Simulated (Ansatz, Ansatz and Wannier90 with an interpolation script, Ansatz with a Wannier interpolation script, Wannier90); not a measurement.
Planning a run of Ansatz 0.2.0 on GaAs (Imm2). The input:

```yaml
crystal:
  lattice:
    - [-2.018873648, -2.8551185017, 1.9889796964]
    - [2.018873648, -2.8551185017, 1.9889796964]
    - [0.0, -3.4e-09, 3.9779593977]
  atoms:
    - { symbol: Ga, position: [0.0009341561, 0.0009341561, -0.0009341561] }
    - { symbol: As, position: [0.7490658439, 0.7490658439, 0.7509341561] }
kpoints:
  mp_grid: { grid: [6, 6, 6] }
hamiltonian:
  xc: r2scan
scf:
  occupations: { method: fixed }
gw:
  n_empty_bands: 191
  ecut_chi: 150.0
  qp_bands: [v3, c2]
  screening: { model: contour_deformation }
```

```sh
ansatz run input.yaml --threads 14 --pin off --max-ram 73728MiB --backend cpu --events-out ev --progress --plain --runs-dir out
```

How long will it take on 14 threads of Arm Neoverse V2, shared host, and how much memory?

It took 4.7 min; on shared hardware allow 2.4 min to 9.4 min. Peak host memory was 2.2 GiB. The sizes that set the cost: 1195 plane waves a state, 46 irreducible k points, 205 bands summed, 179 plane waves in the screening and 7 SCF cycles.

The screening grows as filled bands × empty bands × pairs of k points, times the square of the screening basis for the matrix.

[Paths, hosts, dates, memory and timing lines, banners, echoed tables and standing remarks are left out of the program output.]

[Logs are printed without paths, hosts, clocks, repeated set-up lines and the standing remarks that a program may print on its own settings, such as how far it seeks lower states.]

[Runs of the session that timed out or met a known fault of the program may be left out.]

[Hosts, paths, dates, database ids (printed as entryN), source tags and the programs' standing remarks are cut or masked in the printed files.]
